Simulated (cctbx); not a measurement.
# Resonant diffraction in Hf2TaPd

Space group P-6m2 (no. 187), a = 3.0950 Å, b = 3.0950 Å, c = 9.6820 Å, α = 90.00°, β = 90.00°, γ = 120.00°.

| atom | mult. | x | y | z | Ueq (Å²) |
| --- | --- | --- | --- | --- | --- |
| Ta1 | 1 | 0 | 0 | 0 | 0.0084 |
| Hf1 | 2 | 2/3 | 1/3 | 0.7593 | 0.0066 |
| Pd1 | 1 | 0 | 0 | 1/2 | 0.0097 |

The model is made up (kin elements in a known structure type, no relaxation), so it says nothing on whether the phase exists.

Calculated with cctbx: free-atom f′ and f″ from the Sasaki tables, no fine structure; amplitudes in electrons.

```
E (eV)  F 0 0 4  F 1 0 0  F 1 1 3  F 1 1 0
 23750    206.4    110.1      7.0    170.3
 24100    205.6    109.8      7.7    169.5
 24230    204.9    109.5      8.3    168.9
 24290    204.3    109.3      8.9    168.3
 24320    203.6    109.1      9.5    167.7
 24335    203.0    108.9     10.0    167.2
 24342    202.5    108.7     10.5    166.7
 24346    201.9    108.5     11.0    166.1
 24354    201.2    105.4     11.8    165.5
 24358    202.2    105.7     10.8    166.4
 24365    203.0    106.0     10.1    167.1
 24380    203.7    106.2      9.4    167.8
 24410    204.4    106.5      8.8    168.5
 24500    205.3    106.8      7.9    169.3
 24750    206.3    107.2      7.0    170.2
```

**Question.** Which edge is crossed, and why do the reflections move as they do?

The K edge of Pd. The edge is at 24350 eV. f′ of Pd falls from -4.7 e at 24230 eV to -7.8 e at 4 eV below it, and f″ steps from 0.55 to 3.63 e across it. Over that approach |F| changes by -1 % (0 0 4), -1 % (1 0 0), +33 % (1 1 3) and -2 % (1 1 0): a reflection falls where Pd scatters in phase with the total and rises where it scatters against it; it hardly moves where the Pd term is small or cancels by symmetry or lies in quadrature to the total. The f″ term interferes with the normal scattering with opposite sign for the two Friedel mates. The largest Friedel difference in the scan is 3.5 % of the mean (1 0 0, at 24354 eV).

[Logs are printed without paths, hosts, clocks, repeated set-up lines and the standing remarks that a program may print on its own settings, such as how far it seeks lower states.]
